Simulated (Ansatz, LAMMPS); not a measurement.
# Glassy 53SiO2-26Al2O3-11ZnO-11CaO (mol %) (63 atoms): geometry optimisation

Aim: bring glassy 53SiO2-26Al2O3-11ZnO-11CaO (mol %) (63 atoms) to a nearby minimum of the energy and see what moves.

Calculated with Ansatz 0.2.0; Kohn-Sham DFT, PBE, PAW (set soft_2), plane waves.

### 1. Starting point

The cell holds 63 atoms: 10 Si, 10 Al, 2 Zn, 2 Ca and 39 O. Cell: a = 9.134 Å, b = 9.134 Å, c = 9.134 Å, α = 90.0°, β = 90.0°, γ = 90.0°. 63 atoms (10 Si, 10 Al, 2 Zn, 2 Ca, 39 O) placed at random at 2.76 g/cm³, melted at 4000 K for 10 ps at fixed volume with the Morse and Coulomb pair potential with partial charges (Pedone, Malavasi, Menziani, Cormack and Segre, J. Phys. Chem. B 110, 11780 (2006)). Quenched from 4000 K to 300 K at 6 K/ps and fixed volume, held 10 ps at zero pressure.

Limits known from the start: The quench rate of 6 K/ps far exceeds what a furnace or splat quench reaches, so expect more defects and frozen-in strain than in a real sample. The starting topology of bonds comes from the classical model. Only the Γ point is sampled, in a cell whose shortest periodic width is 9 Å.

### 2. Single point at the start

A single point comes first, to see the forces before anything moves.

input.yaml reads:

```yaml
crystal:
  lattice:
    - [9.13371, 0.0, 0.0]
    - [0.0, 9.13371, 0.0]
    - [0.0, 0.0, 9.13371]
  atoms:
    - { symbol: Si, position: [0.67014, 0.45883, 0.40587] }
    - { symbol: Si, position: [0.57973, 0.9802, 0.09172] }
    - { symbol: Si, position: [0.14476, 0.26856, 0.26453] }
    - { symbol: Si, position: [0.6041, 0.99756, 0.55457] }
    [... 53 atom lines left out ...]
    - { symbol: O, position: [0.3373, 0.70623, 0.21026] }
    - { symbol: O, position: [0.23535, 0.05488, 0.84853] }
    - { symbol: O, position: [0.52718, 0.14507, 0.62005] }
    - { symbol: O, position: [0.7111, 0.38602, 0.56502] }
    - { symbol: O, position: [0.54177, 0.63614, 0.68942] }
    - { symbol: O, position: [0.39053, 0.60852, 0.95231] }
kpoints:
  mp_grid: { grid: [1, 1, 1] }
hamiltonian:
  xc: pbe
scf:
  occupations: { method: fixed }
output:
  forces: true
  stress: true
  populations: intrinsic
  dos:
    method: { smearing: { sigma: 0.1 } }
    de: 0.1
    projected: { site_lists: { Al: [Al], Ca: [Ca], O: [O], Si: [Si], Zn: [Zn] } }
  eigenvalues: true
```

Command:

```console
> ansatz run input.yaml --threads 4 --pin off --max-ram 8192MiB --backend cpu --events-out ev --progress --plain --runs-dir out
```

Run time: 7 s. Hardware: 4 threads of Arm Neoverse V1, shared host; peak memory 0.92 GiB.

Numbers from this run:

```
free energy                                      : -44202.3359 eV
free energy per atom                             : -701.6244 eV/atom
SCF cycles                                       : 9
pressure                                         : 8.42 GPa
r.m.s. force component                           : 1.148 eV/Å
longest force                                    : 4.52 eV/Å
Fermi energy                                     : 4.965 eV
gap (highest filled to lowest empty level) : 3.093 eV
```

The r.m.s. force component of 1.1 eV/Å and the pressure of 8.4 GPa set the starting point.

Length of the force by element:

```
element  coordination  atoms  mean length of the force (eV/Å)  spread  least  most
     Al           all     10                             1.72    1.03  0.459  4.44
     Ca           all      2                            0.911   0.107  0.804  1.02
      O           all     39                             1.72   0.771  0.581  3.26
     Si           all     10                             2.28    1.20  0.735  4.52
     Zn           all      2                             1.05   0.373  0.675  1.42
```

### 3. Relaxation

With the cell held, the atoms are moved downhill towards a nearby minimum.

input.yaml, the sections that differ from step 2:

```yaml
output:
  forces: true
relax:
  f_tol: 0.03
  max_steps: 200
# crystal, kpoints, hamiltonian, scf: as in step 2
```

It took 77 s on 4 threads; peak memory 0.86 GiB.

Step by step:

```
step  energy less that of the first step (eV)  largest force component (eV/Å)
   1                                   0.0000                          4.3703
   2                                  -2.0664                          2.7491
   3                                  -3.5567                          0.8073
   4                                  -3.7977                          0.4971
   5                                  -3.9222                          0.5784
   6                                  -4.0373                          0.1734
   7                                  -4.0576                          0.1270
   8                                  -4.0351                          0.3843
   9                                  -4.0821                          0.0872
  10                                  -4.0867                          0.0926
  11                                  -4.0912                          0.1129
  12                                  -4.1008                          0.0773
  13                                  -4.1177                          0.1714
  14                                  -4.1307                          0.2932
  15                                  -4.1440                          0.1526
  16                                  -4.1195                          0.2336
  17                                  -4.1563                          0.1373
  18                                  -4.1538                          0.1357
  19                                  -4.1605                          0.1252
  20                                  -4.1607                          0.0787
  21                                  -4.1620                          0.0456
  22                                  -4.1623                          0.0245
```

Relaxation steps 8, 16, 18 were tried and not accepted.

The atoms that moved most (Å):

```
atom      dx      dy      dz  length
Ca24   0.421   0.224   0.590   0.759
 O34  -0.508  -0.285   0.182   0.610
 O55  -0.482  -0.185  -0.064   0.520
 O51   0.210  -0.370  -0.026   0.426
 O37   0.013   0.321  -0.249   0.406
 O43   0.087  -0.031  -0.373   0.384
 O25   0.306   0.226  -0.045   0.383
Al14   0.267   0.072  -0.265   0.383
```

The relaxation changed the energy by -66.1 meV/atom, and atoms moved by 0.25 Å r.m.s., 0.76 Å at most.

### 4. Structure statistics after relaxation

Density 3.02 g/cm³, 12.09 Å³ an atom.

g(r), total and by pair (bins of 0.2 Å):

```
r (Å)  total   O-O  O-Al  O-Si  O-Ca  O-Zn  Al-Al
 1.50   0.43  0.00  0.00  2.19  0.00  0.00   0.00
 1.70   3.20  0.00  6.88  9.38  0.00  0.00   0.00
 1.90   0.66  0.00  2.94  0.00  0.00  2.16   0.00
 2.10   0.27  0.00  0.36  0.00  0.00  5.17   0.00
 2.30   0.23  0.00  0.00  0.00  4.38  1.38   0.00
 2.50   0.60  1.24  0.00  0.00  2.52  0.58   0.00
 2.70   1.48  3.49  0.11  0.10  0.00  0.00   0.79
 2.90   1.25  2.27  0.38  0.18  0.00  0.94   1.47
 3.10   1.10  1.25  0.64  0.32  0.41  1.20   2.53
 3.30   0.98  0.66  0.65  1.07  0.71  0.00   2.81
 3.50   0.95  0.59  1.52  1.28  0.00  1.58   0.00
 3.70   0.95  0.64  1.31  1.59  0.85  0.58   0.00
 3.90   0.86  0.52  1.23  1.48  1.26  0.51   0.38
 4.10   1.03  0.57  1.24  1.45  1.37  1.16   0.70
 4.30   1.20  0.71  1.73  1.90  0.85  1.29   1.32
 4.50   1.17  1.08  1.31  1.13  1.73  1.35   1.19
```

### 5. Single point at the relaxed geometry

One more single point at the end of the walk gives the fuller output and checks the residual forces.

input.yaml reads:

```yaml
crystal:
  lattice:
    - [9.13371, 0.0, 0.0]
    - [0.0, 9.13371, 0.0]
    - [0.0, 0.0, 9.13371]
  atoms:
    - { symbol: Si, position: [0.67372, 0.43679, 0.39949] }
    - { symbol: Si, position: [0.5499, 0.96395, 0.09876] }
    - { symbol: Si, position: [0.14985, 0.2714, 0.26784] }
    - { symbol: Si, position: [0.61537, 0.99923, 0.55862] }
    [... 53 atom lines left out ...]
    - { symbol: O, position: [0.33987, 0.7185, 0.20859] }
    - { symbol: O, position: [0.23688, 0.05132, 0.85579] }
    - { symbol: O, position: [0.52698, 0.14449, 0.61758] }
    - { symbol: O, position: [0.70351, 0.38666, 0.57139] }
    - { symbol: O, position: [0.55358, 0.62921, 0.7008] }
    - { symbol: O, position: [0.3596, 0.59277, 0.94564] }
kpoints:
  mp_grid: { grid: [1, 1, 1] }
hamiltonian:
  xc: pbe
scf:
  occupations: { method: fixed }
output:
  forces: true
  stress: true
  populations: intrinsic
  dos:
    method: { smearing: { sigma: 0.15 } }
    de: 0.1
    projected: { site_lists: { Al: [Al], Ca: [Ca], O: [O], Si: [Si], Zn: [Zn] } }
  eigenvalues: true
  write_density: true
  write_potential: true
  volumetric_format: npy
  elf: true
```

It took 7.5 s on 4 threads; peak memory 0.93 GiB.

The run gave:

- free energy: -44206.4982 eV
- free energy per atom: -701.6904 eV/atom
- SCF cycles: 9
- pressure: 3.651 GPa
- r.m.s. force component: 0.00571 eV/Å
- longest force: 0.02769 eV/Å
- Fermi energy: 4.698 eV
- gap (highest filled to lowest empty level): 3.341 eV

Intrinsic-atomic-orbital charges by element:

```
element  coordination  atoms  mean charge (e)  spread  least    most
     Al           all     10             1.33  0.0478   1.20    1.38
     Ca           all      2             1.80  9.0e-4   1.80    1.80
      O           all     39           -0.944  0.0884  -1.32  -0.849
     Si           all     10             1.70  0.0219   1.66    1.72
     Zn           all      2             1.49  0.0041   1.48    1.49
```

States in the cell by windows of 1 eV, zero at the Fermi level; the larger projections on atomic orbitals stand beside the total:

```
from (eV)  to (eV)  total   O p  Zn d  Si p   O s
      -18      -17   34.4   0.3   0.0   3.4  26.8
      -17      -16    6.5   0.0   0.0   0.4   5.3
      -16      -15    4.0   0.0   0.0   0.0   3.2
      -15      -10    0.0   0.0   0.0   0.0   0.0
      -10       -9    1.6   1.0   0.0   0.1   0.1
       -9       -8    6.4   4.3   0.1   0.3   0.3
       -8       -7    7.9   5.4   0.2   0.4   0.4
       -7       -6   19.0  13.0   1.5   1.5   0.5
       -6       -5   36.6  19.6  11.4   2.4   0.6
       -5       -4   32.1  22.7   3.9   1.9   0.8
       -4       -3   36.9  30.8   1.2   1.2   0.8
       -3       -2   40.9  36.9   0.7   0.8   0.5
       -2       -1   45.9  42.9   0.6   0.5   0.4
       -1        0   25.4  24.1   0.3   0.2   0.1
        0        1    1.6   1.5   0.0   0.0   0.0
        1        3    0.0   0.0   0.0   0.0   0.0
        3        4    2.0   0.1   0.0   0.0   0.5
        4        5    1.6   0.2   0.0   0.1   0.2
```

With fixed occupations the program's Fermi level is the highest filled level; weight inside the gap is the broadening of levels at its edges.

Between -26 and -18 eV lie 45 more states.

The levels nearest the highest filled one (over half full), pooled over k-points and spins:

```
level less the highest filled one (eV)  occupation
                                -0.607           2
                                -0.499           2
                                -0.344           2
                                -0.220           2
                               -0.0796           2
                                     0           2
                                  3.34           0
                                  4.91           0
                                  5.44           0
                                  5.62           0
                                  5.80           0
                                  5.85           0
```

Mean intrinsic-atomic-orbital charges: Al +1.33, Ca +1.80, O -0.94, Si +1.70, Zn +1.49 e.

### 6. Outcome

| Quantity | Value |
| --- | --- |
| energy change in the relaxation | -66.07 meV/atom |
| r.m.s. displacement | 0.251 Å |
| largest displacement | 0.759 Å |
| free energy per atom | -701.6904 eV/atom |
| pressure | 3.651 GPa |
| r.m.s. force component | 0.00571 eV/Å |
| gap (highest filled to lowest empty level) | 3.341 eV |
| wall time of the 3 DFT runs | 92 s |

In words: Relaxation lowers the energy by 66.1 meV/atom and moves atoms by 0.25 Å r.m.s.; the r.m.s. force component goes from 1.1 to 0.0057 eV/Å, the pressure goes from 8.4 to 3.7 GPa, and the gap from 3.09 to 3.34 eV. From the first step to the last the energy fell by 4.162 eV, and the largest move was 0.76 Å (Ca24). The highest filled and lowest empty levels differ by 3.34 eV (at Γ alone); a semilocal functional tends to put such gaps too low. In a disordered cell it changes from sample to sample, and tail or defect levels can set it.

What to keep in mind: The network of bonds at the start is that of the classical potential that made the cell; in DFT atoms moved by 0.25 Å r.m.s. The pressure of 3.7 GPa means that a free cell would grow at this level.

[Logs are printed without paths, hosts, clocks, repeated set-up lines and the standing remarks that a program may print on its own settings, such as how far it seeks lower states.]

[Hosts, paths, dates, database ids (printed as entryN), source tags and the programs' standing remarks are cut or masked in the printed files.]
